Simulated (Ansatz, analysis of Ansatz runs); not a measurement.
# A hop of H in BaH2 (Pnma), charge +1, part 2 of 3

Aim: the barrier of one jump in BaH2 (Pnma) at charge +1: V_H hop (3.0 Å). The model is a cell of 48 host atoms with 1 H taken out; H is the atom that moves.

Ansatz 0.2.0; plane-wave PAW DFT, LDA; nudged elastic band between two relaxed defect structures at fixed charge in a uniform background.

So far: The system as given; Relaxation of the start point, charge +1; Relaxation of the end point, charge +1.

**4. Nudged elastic band, charge +1**

5 movable images are laid between the ends on straight lines. Each image feels the true force across the path and a spring force along it. The highest image is set to climb to the top of the path.

This step: plane-wave PAW DFT, LDA; nudged elastic band between two relaxed defect structures at fixed charge in a uniform background.

The input, qp1.neb/input.yaml:

```yaml
crystal:
  lattice:
    - [-6.53156124, 4.07331751, 7.63914472]
    - [6.53156124, -4.07331751, 7.63914472]
    - [6.53156124, 4.07331751, -7.63914472]
  atoms:
    - { symbol: Ba, position: [0.32223306, 0.0774984, 0.0078921] }
    - { symbol: Ba, position: [0.31385237, 0.58223443, 0.50383355] }
    - { symbol: Ba, position: [0.81911459, 0.07747403, 0.50470779] }
    - { symbol: Ba, position: [0.82813172, 0.58255852, 0.01808103] }
    - { symbol: Ba, position: [0.17441702, 0.42342081, 0.99846014] }
    - { symbol: Ba, position: [0.18228112, 0.93107708, 0.49842194] }
    - { symbol: Ba, position: [0.69425979, 0.43146199, 0.48658237] }
    - { symbol: Ba, position: [0.67500013, 0.91993158, 0.994378] }
    - { symbol: Ba, position: [0.16688486, 0.16653379, 0.23872091] }
    - { symbol: Ba, position: [0.18175509, 0.68985129, 0.75834011] }
    - { symbol: Ba, position: [0.67734704, 0.16682878, 0.74913652] }
    - { symbol: Ba, position: [0.68094422, 0.68981107, 0.25751649] }
    - { symbol: Ba, position: [0.31635513, 0.31630096, 0.74936551] }
    - { symbol: Ba, position: [0.31827109, 0.81137408, 0.24263258] }
    - { symbol: Ba, position: [0.82726762, 0.31397163, 0.23604939] }
    - { symbol: Ba, position: [0.8171067, 0.81333086, 0.74553745] }
    - { symbol: H, position: [0.47432175, 0.1104481, 0.88588846] }
    - { symbol: H, position: [0.47189388, 0.60450243, 0.38889695] }
    - { symbol: H, position: [0.97410715, 0.1104833, 0.3855721] }
    - { symbol: H, position: [0.96504005, 0.60448979, 0.88195971] }
    - { symbol: H, position: [0.01971247, 0.38751854, 0.11700096] }
    - { symbol: H, position: [0.03161901, 0.89799102, 0.61601171] }
    - { symbol: H, position: [0.52656523, 0.89283999, 0.11572033] }
    - { symbol: H, position: [0.02575078, 0.41733552, 0.62767374] }
    - { symbol: H, position: [0.02067563, 0.90430316, 0.13255992] }
    - { symbol: H, position: [0.53909179, 0.41729825, 0.14099379] }
    - { symbol: H, position: [0.52155983, 0.90479082, 0.63315519] }
    - { symbol: H, position: [0.46686049, 0.08023669, 0.36287661] }
    - { symbol: H, position: [0.47539017, 0.59003014, 0.86389277] }
    - { symbol: H, position: [0.97363246, 0.08841748, 0.86417074] }
    - { symbol: H, position: [0.9723825, 0.58451132, 0.36163729] }
    - { symbol: H, position: [0.34295758, 0.14658825, 0.55311599] }
    - { symbol: H, position: [0.33548119, 0.63220303, 0.0461982] }
    - { symbol: H, position: [0.83414393, 0.12591973, 0.04096718] }
    - { symbol: H, position: [0.84442261, 0.64908865, 0.55409642] }
    - { symbol: H, position: [0.1837072, 0.35790818, 0.4577281] }
    - { symbol: H, position: [0.16024202, 0.86735436, 0.95491173] }
    - { symbol: H, position: [0.64966444, 0.35824888, 0.92373904] }
    - { symbol: H, position: [0.66189587, 0.86729633, 0.45642391] }
    - { symbol: H, position: [0.15869079, 0.21410976, 0.80490727] }
    - { symbol: H, position: [0.16232666, 0.71456361, 0.30211027] }
    - { symbol: H, position: [0.6672925, 0.21172458, 0.29394474] }
    - { symbol: H, position: [0.65703666, 0.70176587, 0.79399813] }
    - { symbol: H, position: [0.34969888, 0.29785955, 0.2250172] }
    - { symbol: H, position: [0.33324447, 0.79206398, 0.69809662] }
    - { symbol: H, position: [0.82245028, 0.29778194, 0.69740233] }
    - { symbol: H, position: [0.84352156, 0.79225047, 0.20852777] }
total_charge: 1
basis:
  ecutwfc: 420
  xc_grid: 2
hamiltonian:
  xc: lda
kpoints:
  mp_grid: { grid: [1, 1, 1], shift: [0.25, 0.25, 0.25] }
scf:
  occupations: { method: fixed }
  max_iter: 80
output:
  forces: true
neb:
  images: 5
  f_tol: 0.05
  climbing: true
  initial_path: linear
  max_iterations: 45
  order_check: false
  final_atoms:
    - { symbol: Ba, position: [0.3233491, 0.07979893, 0.00613524] }
    - { symbol: Ba, position: [0.31816736, 0.57267354, 0.50418709] }
[... 1 atom line left out ...]
    - { symbol: Ba, position: [0.81906651, 0.57830006, 0.00886091] }
    - { symbol: Ba, position: [0.18703742, 0.42891859, 1.00213158] }
[... 1 atom line left out ...]
    - { symbol: Ba, position: [0.67641778, 0.42892009, 0.49155867] }
[... 3 atom lines left out ...]
    - { symbol: Ba, position: [0.67181028, 0.18394834, 0.76180711] }
[... 8 atom lines left out ...]
    - { symbol: H, position: [0.96557556, 0.59691301, 0.88097589] }
    - { symbol: H, position: [0.01816118, 0.38861712, 0.09479291] }
[... 6 atom lines left out ...]
    - { symbol: H, position: [0.49806202, 0.10145517, 0.3883735] }
[... 3 atom lines left out ...]
    - { symbol: H, position: [0.33329002, 0.14011134, 0.54699392] }
[... 5 atom lines left out ...]
    - { symbol: H, position: [0.65964066, 0.36750235, 0.9575199] }
[... 3 atom lines left out ...]
    - { symbol: H, position: [0.66566956, 0.21212173, 0.3112072] }
[... 1 atom line left out ...]
    - { symbol: H, position: [0.34041527, 0.29315517, 0.20241737] }
[... 1 atom line left out ...]
    - { symbol: H, position: [0.54354303, 0.38862758, 0.62018752] }
    - { symbol: H, position: [0.83770211, 0.79475781, 0.20664251] }
```

On the command line:

```bash
ansatz run input.yaml --threads 4 --pin off --max-ram 7536MiB --backend cpu --events-out ev --progress --plain --runs-dir out
```

Output:

```text
Warning: neb: disabling space-group detection — the band's intermediate images generally break the endpoint symmetry, so the full k-mesh is solved, and no spatial operation symmetrises the density, except that a semilocal band can use its path's symmetry [...]
[...]
parallel-image band execution: 4 concurrent image workers
NEB image 0
Crystal: 47 atoms, lattice volume = 812.962 Å³
Basis set: ecut = 420 eV, 15881 PW (Γ), exchange–correlation on 150×150×150 points (8 copies of the dense FFT grid, shifted against one another)
Bands: 142, of which v1, the nominal top of the filled ones, is band 95 counted from 1 (94 counted from 0)
Symmetry: 1 space group operations
k-points: 1
[...]
SCF iter   1: F=—  HF=-92990.690162 eV  |F-HF|=—  |Δ(HF+E_count)|=         —  Δρ=1.10e-2  dr2=1.09e0  ethr=1.77e-3  ⟨swp⟩=7.0  Hψ=509  notcnv=0  defer=45
[...]
SCF iter   7: F=-92990.274677 eV  HF=-92990.274677 eV  |F-HF|=1.14e-8  |Δ(HF+E_count)|=   2.85e-7  Δρ=1.89e-6  dr2=5.53e-8  ethr=5.26e-11  ⟨swp⟩=5.0  Hψ=432  notcnv=0
SCF 1 converged in 7 iterations: F = -92990.274677 eV  dr2 = 5.53e-8
[...]
NSCF: frozen V_eff on 1 k-points
NEB image 6
SCF iter   1: F=—  HF=-92990.766718 eV  |F-HF|=—  |Δ(HF+E_count)|=         —  Δρ=1.10e-2  dr2=1.10e0  ethr=1.77e-3  ⟨swp⟩=8.0  Hψ=667  notcnv=0  defer=44
[...]
SCF iter   7: F=-92990.347162 eV  HF=-92990.347162 eV  |F-HF|=4.26e-9  |Δ(HF+E_count)|=   9.60e-8  Δρ=1.52e-6  dr2=2.99e-8  ethr=5.26e-11  ⟨swp⟩=4.0  Hψ=431  notcnv=0
SCF 2 converged in 7 iterations: F = -92990.347162 eV  dr2 = 2.99e-8
[...]
NEB end point (image 0): max|allowed force component| = 1.539e-2 eV/Å (the criterion of neb.relax_end_points is 1.000e-2)
NEB end point (image 6): max|allowed force component| = 1.618e-2 eV/Å (the criterion of neb.relax_end_points is 1.000e-2)
NEB image 1
SCF iter   1: F=—  HF=-92990.541165 eV  |F-HF|=—  |Δ(HF+E_count)|=         —  Δρ=1.10e-2  dr2=1.07e0  ethr=1.77e-3  ⟨swp⟩=10.0  Hψ=607  notcnv=0  defer=44
[...]
SCF iter   7: F=-92990.126629 eV  HF=-92990.126629 eV  |F-HF|=1.09e-8  |Δ(HF+E_count)|=   3.14e-7  Δρ=1.50e-6  dr2=4.47e-8  ethr=5.26e-11  ⟨swp⟩=5.0  Hψ=432  notcnv=0
SCF 3 converged in 7 iterations: F = -92990.126629 eV  dr2 = 4.47e-8
NEB image 2
SCF iter   1: F=—  HF=-92990.316051 eV  |F-HF|=—  |Δ(HF+E_count)|=         —  Δρ=1.10e-2  dr2=1.07e0  ethr=1.77e-3  ⟨swp⟩=9.0  Hψ=455  notcnv=0  defer=46
[...]
SCF iter   7: F=-92989.903050 eV  HF=-92989.903050 eV  |F-HF|=4.19e-9  |Δ(HF+E_count)|=   1.50e-7  Δρ=1.30e-6  dr2=3.12e-8  ethr=5.26e-11  ⟨swp⟩=5.0  Hψ=432  notcnv=0
SCF 4 converged in 7 iterations: F = -92989.903050 eV  dr2 = 3.12e-8
NEB image 3
SCF iter   1: F=—  HF=-92990.277621 eV  |F-HF|=—  |Δ(HF+E_count)|=         —  Δρ=1.10e-2  dr2=1.07e0  ethr=1.77e-3  ⟨swp⟩=8.0  Hψ=520  notcnv=0  defer=43
[...]
SCF iter   7: F=-92989.862804 eV  HF=-92989.862804 eV  |F-HF|=2.84e-9  |Δ(HF+E_count)|=   9.75e-9  Δρ=1.16e-6  dr2=1.70e-8  ethr=5.26e-11  ⟨swp⟩=4.0  Hψ=431  notcnv=0
SCF 5 converged in 7 iterations: F = -92989.862804 eV  dr2 = 1.70e-8
NEB image 4
SCF iter   1: F=—  HF=-92990.445659 eV  |F-HF|=—  |Δ(HF+E_count)|=         —  Δρ=1.10e-2  dr2=1.07e0  ethr=1.77e-3  ⟨swp⟩=9.0  Hψ=458  notcnv=0  defer=46
[...]
SCF iter   7: F=-92990.031301 eV  HF=-92990.031301 eV  |F-HF|=4.06e-9  |Δ(HF+E_count)|=   5.30e-8  Δρ=1.04e-6  dr2=1.79e-8  ethr=5.26e-11  ⟨swp⟩=4.0  Hψ=431  notcnv=0
SCF 6 converged in 7 iterations: F = -92990.031301 eV  dr2 = 1.79e-8
NEB image 5
SCF iter   1: F=—  HF=-92990.662946 eV  |F-HF|=—  |Δ(HF+E_count)|=         —  Δρ=1.10e-2  dr2=1.08e0  ethr=1.77e-3  ⟨swp⟩=9.0  Hψ=455  notcnv=0  defer=46
[...]
SCF iter   7: F=-92990.246645 eV  HF=-92990.246645 eV  |F-HF|=5.79e-9  |Δ(HF+E_count)|=   1.02e-7  Δρ=1.18e-6  dr2=2.36e-8  ethr=5.26e-11  ⟨swp⟩=4.0  Hψ=431  notcnv=0
SCF 7 converged in 7 iterations: F = -92990.246645 eV  dr2 = 2.36e-8
NEB iter   1: max|band force component| = 6.544e-1 eV/Å  barrier→ = 0.4119 eV  barrier← = 0.4844 eV  Δτ_max = 0.2000 Å  (49 SCF iters)
NEB image 1
[...]
iter 1 solved again at ethr=1.60e-4 eV; its pass at ethr=3.10e-3 eV (dr2=3.05e-1 eV) is discarded
[...]
SCF iter   7: F=-92990.024614 eV  HF=-92990.024614 eV  |F-HF|=4.76e-9  |Δ(HF+E_count)|=   2.28e-7  Δρ=1.30e-6  dr2=4.19e-8  ethr=5.26e-11  ⟨swp⟩=4.0  Hψ=431  notcnv=0
SCF 8 converged in 7 iterations: F = -92990.024614 eV  dr2 = 4.19e-8
NEB image 2
[...]
SCF iter   7: F=-92989.929864 eV  HF=-92989.929864 eV  |F-HF|=1.05e-9  |Δ(HF+E_count)|=   1.32e-7  Δρ=1.14e-6  dr2=2.66e-8  ethr=5.26e-11  ⟨swp⟩=4.0  Hψ=431  notcnv=0
SCF 9 converged in 7 iterations: F = -92989.929864 eV  dr2 = 2.66e-8
NEB image 3
[...]
SCF iter   7: F=-92989.852575 eV  HF=-92989.852575 eV  |F-HF|=2.71e-9  |Δ(HF+E_count)|=   6.16e-8  Δρ=9.52e-7  dr2=1.69e-8  ethr=5.26e-11  ⟨swp⟩=4.0  Hψ=431  notcnv=0
SCF 10 converged in 7 iterations: F = -92989.852575 eV  dr2 = 1.69e-8
NEB image 4
[...]
SCF iter   7: F=-92989.928235 eV  HF=-92989.928235 eV  |F-HF|=2.23e-9  |Δ(HF+E_count)|=   4.15e-8  Δρ=7.80e-7  dr2=1.11e-8  ethr=5.26e-11  ⟨swp⟩=4.0  Hψ=431  notcnv=0
SCF 11 converged in 7 iterations: F = -92989.928235 eV  dr2 = 1.11e-8
NEB image 5
[...]
SCF iter   6: F=-92990.166040 eV  HF=-92990.166040 eV  |F-HF|=1.02e-8  |Δ(HF+E_count)|=   1.74e-8  Δρ=2.09e-6  dr2=5.43e-8  ethr=5.26e-11  ⟨swp⟩=5.0  Hψ=445  notcnv=0
SCF 12 converged in 6 iterations: F = -92990.166040 eV  dr2 = 5.43e-8
NEB iter   2: max|band force component| = 7.001e-1 eV/Å  barrier→ = 0.4221 eV  barrier← = 0.4946 eV  Δτ_max = 0.1012 Å  (34 SCF iters)
NEB image 1
[...]
SCF iter   7: F=-92990.223825 eV  HF=-92990.223825 eV  |F-HF|=2.75e-9  |Δ(HF+E_count)|=   3.39e-8  Δρ=9.70e-7  dr2=1.58e-8  ethr=5.26e-11  ⟨swp⟩=4.0  Hψ=431  notcnv=0
SCF 13 converged in 7 iterations: F = -92990.223825 eV  dr2 = 1.58e-8
NEB image 2
[...]
SCF iter   7: F=-92990.146251 eV  HF=-92990.146251 eV  |F-HF|=4.55e-9  |Δ(HF+E_count)|=   3.60e-8  Δρ=7.24e-7  dr2=1.14e-8  ethr=5.26e-11  ⟨swp⟩=4.0  Hψ=430  notcnv=0
SCF 14 converged in 7 iterations: F = -92990.146251 eV  dr2 = 1.14e-8
NEB image 3
[...]
SCF iter   6: F=-92990.084536 eV  HF=-92990.084536 eV  |F-HF|=2.15e-9  |Δ(HF+E_count)|=   2.62e-8  Δρ=2.25e-6  dr2=7.42e-8  ethr=5.26e-11  ⟨swp⟩=4.0  Hψ=531  notcnv=0
[...]
SCF 17 converged in 6 iterations: F = -92990.267103 eV  dr2 = 2.52e-8
NEB iter   3: max|band force component| = 2.371e-1 eV/Å  barrier→ = 0.1901 eV  barrier← = 0.2626 eV  CI = image 3  Δτ_max = 0.1294 Å  (32 SCF iters)
[...]
NEB iter   4: max|band force component| = 1.451e-1 eV/Å  barrier→ = 0.1518 eV  barrier← = 0.2243 eV  CI = image 3  Δτ_max = 0.1179 Å  (29 SCF iters)
[...]
NEB iter   5: max|band force component| = 8.164e-2 eV/Å  barrier→ = 0.1409 eV  barrier← = 0.2134 eV  CI = image 3  Δτ_max = 0.1293 Å  (27 SCF iters)
[...]
NEB iter   6: max|band force component| = 5.478e-2 eV/Å  barrier→ = 0.1391 eV  barrier← = 0.2115 eV  CI = image 3  Δτ_max = 0.0168 Å  (29 SCF iters)
NEB image 1
[...]
SCF iter   5: F=-92990.241834 eV  HF=-92990.241834 eV  |F-HF|=4.79e-9  |Δ(HF+E_count)|=   1.15e-8  Δρ=7.64e-7  dr2=9.48e-9  ethr=5.26e-11  ⟨swp⟩=4.0  Hψ=429  notcnv=0
SCF 33 converged in 5 iterations: F = -92990.241834 eV  dr2 = 9.48e-9
NEB image 2
[...]
SCF iter   5: F=-92990.214518 eV  HF=-92990.214518 eV  |F-HF|=8.77e-9  |Δ(HF+E_count)|=   4.12e-8  Δρ=1.09e-6  dr2=1.99e-8  ethr=5.26e-11  ⟨swp⟩=4.0  Hψ=431  notcnv=0
SCF 34 converged in 5 iterations: F = -92990.214518 eV  dr2 = 1.99e-8
NEB image 3
[...]
SCF iter   5: F=-92990.137081 eV  HF=-92990.137081 eV  |F-HF|=9.74e-9  |Δ(HF+E_count)|=   3.56e-8  Δρ=1.04e-6  dr2=1.96e-8  ethr=5.26e-11  ⟨swp⟩=4.0  Hψ=431  notcnv=0
SCF 35 converged in 5 iterations: F = -92990.137081 eV  dr2 = 1.96e-8
NEB image 4
[...]
SCF iter   5: F=-92990.188357 eV  HF=-92990.188357 eV  |F-HF|=8.99e-9  |Δ(HF+E_count)|=   4.74e-8  Δρ=9.76e-7  dr2=1.68e-8  ethr=5.26e-11  ⟨swp⟩=4.0  Hψ=431  notcnv=0
SCF 36 converged in 5 iterations: F = -92990.188357 eV  dr2 = 1.68e-8
NEB image 5
[...]
SCF iter   5: F=-92990.294590 eV  HF=-92990.294590 eV  |F-HF|=5.27e-9  |Δ(HF+E_count)|=   1.62e-8  Δρ=7.38e-7  dr2=9.20e-9  ethr=5.26e-11  ⟨swp⟩=4.0  Hψ=428  notcnv=0
SCF 37 converged in 5 iterations: F = -92990.294590 eV  dr2 = 9.20e-9
NEB image 1
[...]
NEB image 2
[...]
NEB image 4
[...]
NEB image 5
[...]
NEB image 3
[...]
the band table was solved once a step of the walk had ended and its energy, with any forces and stress, was formed, with the checks that follow a solve (852 applications of the Hamiltonian). They found nothing against the state; [...]
NEB iter   7: max|band force component| = 2.326e-2 eV/Å  barrier→ = 0.1376 eV  barrier← = 0.2101 eV  CI = image 3  Δτ_max = 0.0000 Å  (25 SCF iters)
SCF converged after 5 iterations
Free energy (F): -92990.137081 eV
[...]
Internal energy: -92990.137081 eV  (E = F + TS)
E sigma→0 (E₀):  -92990.137081 eV
Fermi energy:    4.986764 eV
[...]
--- Forces (eV/Å), atoms counted from 1 ---
  atom   1  Ba    -0.00069648     0.00918939     0.00192655
  atom   2  Ba     0.00194838    -0.00075660    -0.01024696
  [... 1 atom left out ...]
  atom   4  Ba    -0.00783916    -0.00656498     0.00310518
  [... 2 atoms left out ...]
  atom   7  Ba    -0.00122055     0.00062782    -0.00374154
  [... 3 atoms left out ...]
  atom  11  Ba     0.00222020     0.00186038     0.00448934
  [... 8 atoms left out ...]
  atom  20  H      0.00171648     0.00247849     0.00925410
  atom  21  H      0.00220670    -0.00131720    -0.00099657
  [... 6 atoms left out ...]
  atom  28  H     -0.00316814     0.00438025    -0.00203136
  [... 3 atoms left out ...]
  atom  32  H     -0.00012165    -0.00030838    -0.00209509
  [... 5 atoms left out ...]
  atom  38  H      0.00894294     0.00120736     0.00279785
  [... 5 atoms left out ...]
  atom  44  H      0.00422218    -0.00143874     0.00014380
  [... 1 atom left out ...]
  atom  46  H     -0.00827150     0.00052500    -0.00137670
  [... 1 atom left out ...]
  max |Σ_I F_I| component: 2.01e-5 eV/Å
--- Band table (eV) ---
[...]
this run last wrote the band of iteration 7 to <dir>
--- NEB band (7 images, 7 band iterations, 225 SCF iterations) ---
  forward barrier  = 0.137595 eV
  backward barrier = 0.210081 eV
  climbing image's point = of an order that was not read
  energies are F+E_penalty+E_count in eV, relative to image 0
  image     s (Å)  Δ vs image 0  max|band force component| (eV/Å)
      0    0.0000      0.000000                                 —
      1    0.6634      0.032843                          1.556e-2
      2    1.3268      0.060158                          2.326e-2
  *   3    1.9901      0.137595                          1.573e-2
      4    2.4590      0.086319                          1.638e-2
      5    2.9278     -0.019913                          1.182e-2
      6    3.3967     -0.072486                                 —
  climbing-image geometry (image 3):
  cell:  # Å, volume = 812.9615 Å³
    - [-6.53156124, 4.07331751, 7.63914472]
    - [6.53156124, -4.07331751, 7.63914472]
    - [6.53156124, 4.07331751, -7.63914472]
  atoms:
    - { symbol: Ba, position: [0.324170, 0.082259, 0.004906] }
    - { symbol: Ba, position: [0.316575, 0.579149, 0.505589] }
    - { symbol: Ba, position: [0.814724, 0.060831, 0.491039] }
    - { symbol: Ba, position: [0.825570, 0.575002, 0.010094] }
    - { symbol: Ba, position: [0.168763, 0.426904, 0.995926] }
    - { symbol: Ba, position: [0.179626, 0.925473, 0.491428] }
    - { symbol: Ba, position: [0.686906, 0.434569, 0.485643] }
    - { symbol: Ba, position: [0.676890, 0.919135, 0.992096] }
    - { symbol: Ba, position: [0.179023, 0.174228, 0.245800] }
    - { symbol: Ba, position: [0.179467, 0.690081, 0.759124] }
    - { symbol: Ba, position: [0.672424, 0.171642, 0.760590] }
    - { symbol: Ba, position: [0.677175, 0.679887, 0.247876] }
    - { symbol: Ba, position: [0.311984, 0.314677, 0.747218] }
    - { symbol: Ba, position: [0.320380, 0.813265, 0.242685] }
    - { symbol: Ba, position: [0.827568, 0.313286, 0.245084] }
    - { symbol: Ba, position: [0.818141, 0.815924, 0.745404] }
    - { symbol: H, position: [0.477921, 0.110598, 0.882680] }
    - { symbol: H, position: [0.464142, 0.603838, 0.382218] }
    - { symbol: H, position: [0.969176, 0.105169, 0.386151] }
    - { symbol: H, position: [0.977850, 0.613732, 0.881170] }
    - { symbol: H, position: [0.024934, 0.385425, 0.116971] }
    - { symbol: H, position: [0.032030, 0.896275, 0.613468] }
    - { symbol: H, position: [0.525457, 0.891364, 0.110890] }
    - { symbol: H, position: [0.022371, 0.416245, 0.635777] }
    - { symbol: H, position: [0.027682, 0.911218, 0.133807] }
    - { symbol: H, position: [0.522922, 0.408833, 0.131556] }
    - { symbol: H, position: [0.519919, 0.904162, 0.631425] }
    - { symbol: H, position: [0.485553, 0.086238, 0.377185] }
    - { symbol: H, position: [0.467028, 0.584778, 0.857474] }
    - { symbol: H, position: [0.966608, 0.098542, 0.856461] }
    - { symbol: H, position: [0.973788, 0.581417, 0.366204] }
    - { symbol: H, position: [0.335381, 0.144187, 0.549353] }
    - { symbol: H, position: [0.336540, 0.631107, 0.047084] }
    - { symbol: H, position: [0.846265, 0.130663, 0.056935] }
    - { symbol: H, position: [0.840141, 0.649417, 0.550286] }
    - { symbol: H, position: [0.177138, 0.356343, 0.455123] }
    - { symbol: H, position: [0.163086, 0.875634, 0.957967] }
    - { symbol: H, position: [0.652332, 0.361942, 0.943501] }
    - { symbol: H, position: [0.659803, 0.855060, 0.446222] }
    - { symbol: H, position: [0.144821, 0.215225, 0.797251] }
    - { symbol: H, position: [0.162596, 0.709257, 0.296677] }
    - { symbol: H, position: [0.669346, 0.211984, 0.305552] }
    - { symbol: H, position: [0.660095, 0.703969, 0.795755] }
    - { symbol: H, position: [0.345364, 0.297454, 0.210229] }
    - { symbol: H, position: [0.333067, 0.790169, 0.697646] }
    - { symbol: H, position: [0.700853, 0.379347, 0.705513] }
    - { symbol: H, position: [0.839390, 0.792352, 0.205239] }
```

The job ended after 4.8 min (4 threads of Arm Neoverse V2, shared host; peak memory 2.8 GiB; 10 min of CPU time).

The path, image by image:

| image | path (Å) | energy (eV) | H46: x, y, z (Å) |
| --- | --- | --- | --- |
| 0 | 0.000 | 0.0000 | 1.128, 4.978, 3.230 |
| 1 | 0.663 | 0.0328 | 1.641, 4.886, 3.161 |
| 2 | 1.327 | 0.0602 | 2.203, 4.684, 3.086 |
| 3 | 1.990 | 0.1376 | 2.508, 4.183, 2.862 |
| 4 | 2.459 | 0.0863 | 2.687, 3.810, 2.690 |
| 5 | 2.928 | -0.0199 | 2.866, 3.449, 2.529 |
| 6 | 3.397 | -0.0725 | 3.039, 3.157, 2.383 |

This step gave:

```yaml
free_energy: -92990.1371 eV
barrier_forward: 0.1376 eV
barrier_backward: 0.2101 eV
end_less_start: -0.07249 eV
hop_length: 2.772 Å
```

Track of the atom that was set to move:

| image | x (Å) | y (Å) | z (Å) | nearest neighbour | distance (Å) |
| --- | --- | --- | --- | --- | --- |
| 0 | 1.128 | 4.978 | 3.23 | Ba | 2.545 |
| 1 | 1.641 | 4.886 | 3.161 | Ba | 2.546 |
| 2 | 2.203 | 4.684 | 3.086 | Ba | 2.543 |
| 3 | 2.508 | 4.183 | 2.862 | Ba | 2.517 |
| 4 | 2.687 | 3.81 | 2.69 | Ba | 2.552 |
| 5 | 2.866 | 3.449 | 2.529 | Ba | 2.631 |
| 6 | 3.039 | 3.157 | 2.383 | Ba | 2.725 |

The band met its tolerance of 0.05 eV/Å after 7 iterations, with image 3 on top (the start counts as 0). H46, which moves farthest between the ends, has 4 Ba at 2.55 to 2.69 Å nearest at the start and 3 Ba at 2.52 to 2.63 Å and 1 H at 2.85 Å at the top.

[end of part 2 of 3]

[Long decimals in the printed logs are rounded to 6 places.]

[Repeated set-up lines and some long k-point lines are left out of the logs, and relaxed atomic positions are cut to six decimals.]

[Logs are printed without paths, hosts, clocks, repeated set-up lines and the standing remarks that a program may print on its own settings, such as how far it seeks lower states.]

[Hosts, paths, dates, database ids (printed as entryN), source tags and the programs' standing remarks are cut or masked in the printed files.]
